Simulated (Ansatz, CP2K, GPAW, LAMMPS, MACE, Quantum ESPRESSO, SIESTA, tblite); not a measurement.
**Running aqueous Ca2+ and HSO4-, 2.3 mol of salt per kg of water at 360 K (85 atoms) with tblite**

Aim: run aqueous Ca2+ and HSO4-, 2.3 mol of salt per kg of water at 360 K (85 atoms) in tblite and see how near its forces come to a plane-wave reference, and at what cost.

Calculated with tblite 0.8.0; the method is named at each step.

## 1. Set-up

The cell holds 85 atoms: 32 O, 2 S, 50 H and 1 Ca. Cell: a = 9.346 Å, b = 9.346 Å, c = 9.346 Å, α = 90.0°, β = 90.0°, γ = 90.0°. 24 H2O, 1 Ca2+, 2 HSO4- placed at random, at 1.36 g/cm³; overlaps pushed apart, then 10 ps at 420 K with divalent ions of Li, Roberts, Chakravorty and Merz (J. Chem. Theory Comput. 9, 2733 (2013)); MMFF94 bonds, angles, torsions, charges and radii (Halgren, J. Comput. Chem. 17, 490 (1996)) in harmonic and 12-6 forms; SPC/E water (Berendsen, Grigera and Straatsma, J. Phys. Chem. 91, 6269 (1987)). Snapshot after 20 ps at 360 K and fixed volume.

The yardstick, on the same geometry:

| Property | Result |
| --- | --- |
| method | Kohn-Sham DFT, PBE, SSSP efficiency 1.3.0 pseudopotentials, plane waves (Quantum ESPRESSO 7.5); sssp-pbe-1.3.0-efficiency, cutoffs 60/480 Ry, Γ point |
| r.m.s. force component | 0.6261 eV/Å |
| longest force | 2.241 eV/Å |
| pressure | -1.035 GPa |
| gap (highest filled to lowest empty level) | 4.103 eV |
| time | 2 min on 2 MPI ranks of Arm Neoverse V1, shared host |
| CPU time | 4.1 min |

## 2. GFN1-xTB

Method: GFN1-xTB tight binding, diagonalisation.

run.py reads:

```python
import numpy as np
from ase.io import read
from tblite.ase import TBLite

atoms = read("structure.xyz")
atoms.calc = TBLite(method="GFN1-xTB", electronic_temperature=580, accuracy=1.0, max_iterations=250, mixer_damping=0.4, verbosity=1)
energy = atoms.get_potential_energy()
forces = atoms.get_forces()
print(f"energy {energy:.6f} eV")
print("forces (eV/A)")
for i, (a, f) in enumerate(zip(atoms, forces)):
    print(f"{i:4d} {a.symbol:2s} {f[0]:10.5f} {f[1]:10.5f} {f[2]:10.5f}")
stress = -atoms.get_stress(voigt=False) * 160.21766
print("stress (GPa, compression positive)")
for row in stress:
    print(" ".join(f"{x:10.4f}" for x in row))
print("charges (e)")
print(np.array2string(atoms.get_charges(), precision=4, suppress_small=True, max_line_width=110, threshold=100000))
```

structure.xyz reads:

```xyz
85
Lattice="9.34568 0.00000 0.00000 0.00000 9.34568 0.00000 0.00000 0.00000 9.34568" Properties=species:S:1:pos:R:3 pbc="T T T"
O 2.64053 6.55637 8.90157
S 2.44474 5.56143 0.81765
O 0.97653 5.44937 0.94569
O 3.09716 6.18422 1.99269
O 3.09501 4.34387 0.34878
H 2.26278 7.45626 9.20821
O 5.84413 0.56981 8.56831
S 7.34113 0.01692 8.72251
O 8.02373 0.41504 7.51439
O 7.14197 7.88504 8.78447
O 7.77028 0.71186 0.55700
H 5.76498 1.52335 8.83419
O 2.43436 8.53307 4.82303
H 2.85314 9.03082 5.58255
H 3.10127 8.42803 4.08528
O 6.48758 4.52854 5.69853
H 7.09216 3.73248 5.67264
H 5.70956 4.33686 6.29684
O 5.73666 7.42318 6.40768
H 4.83835 7.86243 6.41665
H 6.07095 7.32888 7.34542
O 3.71902 0.25560 6.88814
H 3.02445 0.84027 7.30729
H 4.61368 0.46551 7.28253
O 3.16968 4.56209 3.91612
H 3.24463 5.12031 3.08978
H 2.78613 5.11340 4.65705
O 6.13778 4.87471 2.81520
H 6.68160 4.71751 1.99091
H 5.63498 4.04182 3.04669
O 6.68356 2.32334 3.01230
H 6.92655 2.31735 3.98229
H 7.46299 2.00708 2.47147
O 7.70430 7.58122 2.29193
H 7.97570 8.51214 2.04745
H 7.47991 7.07066 1.46185
O 8.22158 2.35735 5.66694
H 8.31607 1.71961 6.43132
H 9.11671 2.74202 5.44124
O 2.55595 8.97568 0.79999
H 1.82091 0.18093 1.19531
H 3.27183 8.83503 1.48391
O 7.62869 8.93129 4.76218
H 8.27392 0.06720 4.16911
H 7.81766 9.16157 5.71675
O 2.34446 5.83180 6.27777
H 2.67791 6.06581 7.19103
H 2.29820 6.65898 5.71778
O 0.86074 1.92428 0.88840
H 9.29362 1.89848 0.48084
H 1.19550 2.86651 0.89690
O 0.06617 0.98335 3.27379
H 0.42224 1.14270 2.35306
H 0.61055 1.49886 3.93556
O 4.25789 3.96603 7.03720
H 3.88677 4.10107 7.95598
[... 25 atom lines left out ...]
O 1.31634 1.55428 7.33729
H 1.36054 2.04278 8.20878
H 0.62139 0.83737 7.39197
Ca 7.10786 6.55385 4.46303
```

The run is started by

```console
$ OMP_NUM_THREADS=1 python run.py > output.txt
```

The log of the run:

```text
------------------------------------------------------------
  cycle        total energy    energy error   density error
------------------------------------------------------------
      1     -180.8666564373  -1.8155751E+02   6.9410464E-01
      2     -182.5654701826  -1.6988137E+00   4.4555673E-01
      3     -179.1682517525   3.3972184E+00   3.5587806E-01
      4     -184.2773084109  -5.1090567E+00   1.4540837E-01
      5     -185.3841092446  -1.1068008E+00   2.8862993E-02
      6     -185.2720951982   1.1201405E-01   4.9987175E-02
      7     -185.3389495909  -6.6854393E-02   3.5423746E-02
      8     -185.4093451643  -7.0395573E-02   8.8367098E-03
      9     -185.4136479180  -4.3027538E-03   4.4161273E-04
     10     -185.4136354638   1.2454270E-05   5.0598076E-04
     11     -185.4136470777  -1.1613990E-05   1.6541464E-04
     12     -185.4136482496  -1.1718269E-06   8.2560947E-05
     13     -185.4136485616  -3.1206963E-07   2.5550969E-05
     14     -185.4136485963  -3.4670734E-08   4.6101529E-06
------------------------------------------------------------
 total:                                   2.523 sec
energy -5045.362366 eV
forces (eV/A)
   0 O    -0.33118    1.27680    0.85950
   1 S    -1.00511    0.36291    0.25697
   2 O     1.41540   -0.23745    0.13578
   3 O    -0.83154   -0.14080   -2.00079
   4 O    -0.55475    0.33408    0.24565
   5 H     0.75034   -0.81852   -0.28095
   6 O    -0.84138    0.35008   -0.24496
   7 S    -1.34342   -1.00945   -0.30958
   8 O     0.79458   -0.30885   -0.16898
   9 O     0.68768    2.33286    0.18466
  10 O     0.97400   -0.39134    0.91967
  11 H     0.14326   -0.45327    0.16578
  12 O     0.90233   -0.07993   -0.48716
  13 H    -0.15906   -0.57011   -1.05081
  14 H    -0.79264    0.28391    1.33585
  15 O     0.24350   -0.44397    0.18601
  16 H    -0.81352    0.87996    0.26706
  17 H     1.04567    0.14045   -0.75223
  18 O    -0.78512    0.18763    0.92527
  19 H     1.53419   -0.69164    0.13980
  20 H    -0.67215    0.33114   -1.46160
  21 O     0.38534    0.75810    0.85128
  22 H     0.94868   -0.69630   -0.37326
  23 H    -1.23745   -0.12854   -0.37239
[...]
77 H    -1.22006    0.80372   -0.13104
  78 O    -0.42810    1.06152   -0.73264
  79 H     0.68709   -0.44635    1.14520
  80 H    -0.71288   -0.28491   -0.81331
  81 O    -0.49287   -0.29858    1.02030
  82 H    -0.43471   -0.86814   -1.14802
  83 H     0.86827    1.15616    0.24386
  84 Ca   -0.26447    0.14926   -0.15430
stress (GPa, compression positive)
   -4.3927     0.2017    -0.1538
    0.2017    -3.6421    -0.6836
   -0.1538    -0.6836    -4.9310
charges (e)
[-0.4633  0.6493 -0.4576 -0.4412 -0.4496  0.3907 -0.4611  0.6579 -0.4417 -0.4748 -0.4301  0.3884 -0.6891
  0.3459  0.3153 -0.6114  0.3461  0.3596 -0.5789  0.3416  0.3479 -0.6991  0.34    0.3494 -0.7231  0.3691
  0.3375 -0.5772  0.3389  0.3372 -0.6618  0.3556  0.3492 -0.5688  0.3441  0.3416 -0.7032  0.349   0.352
 -0.6703  0.3427  0.343  -0.5943  0.3575  0.3435 -0.6843  0.349   0.3417 -0.6659  0.3564  0.3445 -0.7045
  0.3383  0.3414 -0.6707  0.3426  0.3419 -0.7066  0.3379  0.3551 -0.675   0.3196  0.3405 -0.682   0.3346
  0.3599 -0.5762  0.3373  0.3531 -0.6054  0.3639  0.3415 -0.693   0.3581  0.3452 -0.5854  0.336   0.3404
 -0.698   0.3365  0.3603 -0.6638  0.3414  0.3476  0.6494]
```

The job ended after 3.2 s (1 thread of Arm Neoverse V1, shared host; peak memory 0.15 GiB).

Banners, paths, timers and routine set-up lines are dropped from the logs unmarked, and long logs keep their key lines alone; longer cuts are marked.

Against the reference:

```yaml
r_m_s_force_component: 0.7848 eV/Å
r_m_s_difference_of_force_components: 352.9 meV/Å
longest_difference_of_force_vectors: 1329 meV/Å
force_difference_over_r_m_s_force: 56.37 %
slope_of_forces_against_the_reference_s: 1.127
correlation_of_force_components: 0.8989
pressure: -4.322 GPa
pressure_difference: -3.287 GPa
```

Length of the force difference by element (eV/Å):

| element | atoms | mean | most |
| --- | --- | --- | --- |
| Ca | 1 | 0.20 | 0.20 |
| H | 50 | 0.46 | 0.84 |
| O | 32 | 0.71 | 1.3 |
| S | 2 | 1.1 | 1.1 |

A closer look about O55, picked at random: 10 atoms, nearest first, numbered in the order of the input, with positions taken from that point.

| atom | x | y | z | distance (Å) | bonds | Mulliken charge (e) | Fx | Fy | Fz (eV/Å) |
| --- | --- | --- | --- | --- | --- | --- | --- | --- | --- |
| O55 | 0.00 | 0.00 | 0.00 | 0.00 | 2 | -0.67 | -1.46 | -0.13 | 0.42 |
| H57 | -0.73 | 0.09 | -0.67 | 1.00 | 1 | 0.34 | 0.96 | 0.02 | 1.17 |
| H56 | -0.37 | 0.14 | 0.92 | 1.00 | 1 | 0.34 | 0.27 | -0.08 | -1.40 |
| H18 | 1.45 | 0.37 | -0.74 | 1.67 | 1 | 0.36 | 1.05 | 0.14 | -0.75 |
| H47 | -1.58 | 2.10 | 0.15 | 2.63 | 1 | 0.35 | -0.38 | -0.06 | -1.32 |
| O16 | 2.23 | 0.56 | -1.34 | 2.66 | 3 | -0.61 | 0.24 | -0.44 | 0.19 |
| O46 | -1.91 | 1.87 | -0.76 | 2.78 | 2 | -0.68 | -0.10 | 1.09 | 0.17 |
| O5 | -1.16 | 0.38 | 2.66 | 2.93 | 1 | -0.45 | -0.55 | 0.33 | 0.25 |
| H60 | 0.10 | -0.59 | 2.95 | 3.01 | 1 | 0.36 | 1.02 | -0.66 | 0.40 |
| H27 | -1.47 | 1.15 | -2.38 | 3.02 | 1 | 0.34 | 0.69 | -0.45 | -1.18 |

Atoms are counted from 1 here, from 0 in the log.

Forces lie 56 % from the reference's, at 0.013 times its CPU time (on 1 against 2 cores).

## 3. Results

```yaml
force_difference_from_the_reference: tblite GFN1-xTB, 56 %
its_cpu_time: 3.2 s
```

Tight binding differs by 56 % (tblite GFN1-xTB); it is another model, with fitted parameters of its own, and the xTB methods hold dispersion. One electronic-structure run takes under half the reference's CPU time: tblite GFN1-xTB, at 56 % in 3.2 s against 4.1 min; its pressure misses by -3.3 GPa. Periodic xTB results under one method name differ between programs and library versions. The reference's pressure holds the uncorrected Pulay stress of its 60 Ry basis, so small pressure differences, and their order, may be the reference's own error. The network of contacts between molecules at the start is that of the classical potential that made the cell, and needn't be the one that DFT or experiment would give. The concentration wasn't checked against solubility and may exceed it. The reference's PBE has no dispersion term, which matters for the binding between molecules or layers. The density was typed from a rule of thumb and may lie off the real one at this temperature. The electronic-structure runs sample only Γ, in a cell whose shortest periodic width is 9 Å.

[Also dropped from logs without a mark: logging warnings of Python, and SIESTA's first energy breakdown and zero terms.]

[Logs are printed without paths, hosts, clocks, repeated set-up lines and the standing remarks that a program may print on its own settings, such as how far it seeks lower states.]

[Hosts, paths, dates, database ids (printed as entryN), source tags and the programs' standing remarks are cut or masked in the printed files.]

[The MMFF94 radii named for the starting cell were scaled by 0.96; in molecules described by MMFF94, hydrogen bound to N, O or S took a small fixed 12-6 site in their place.]
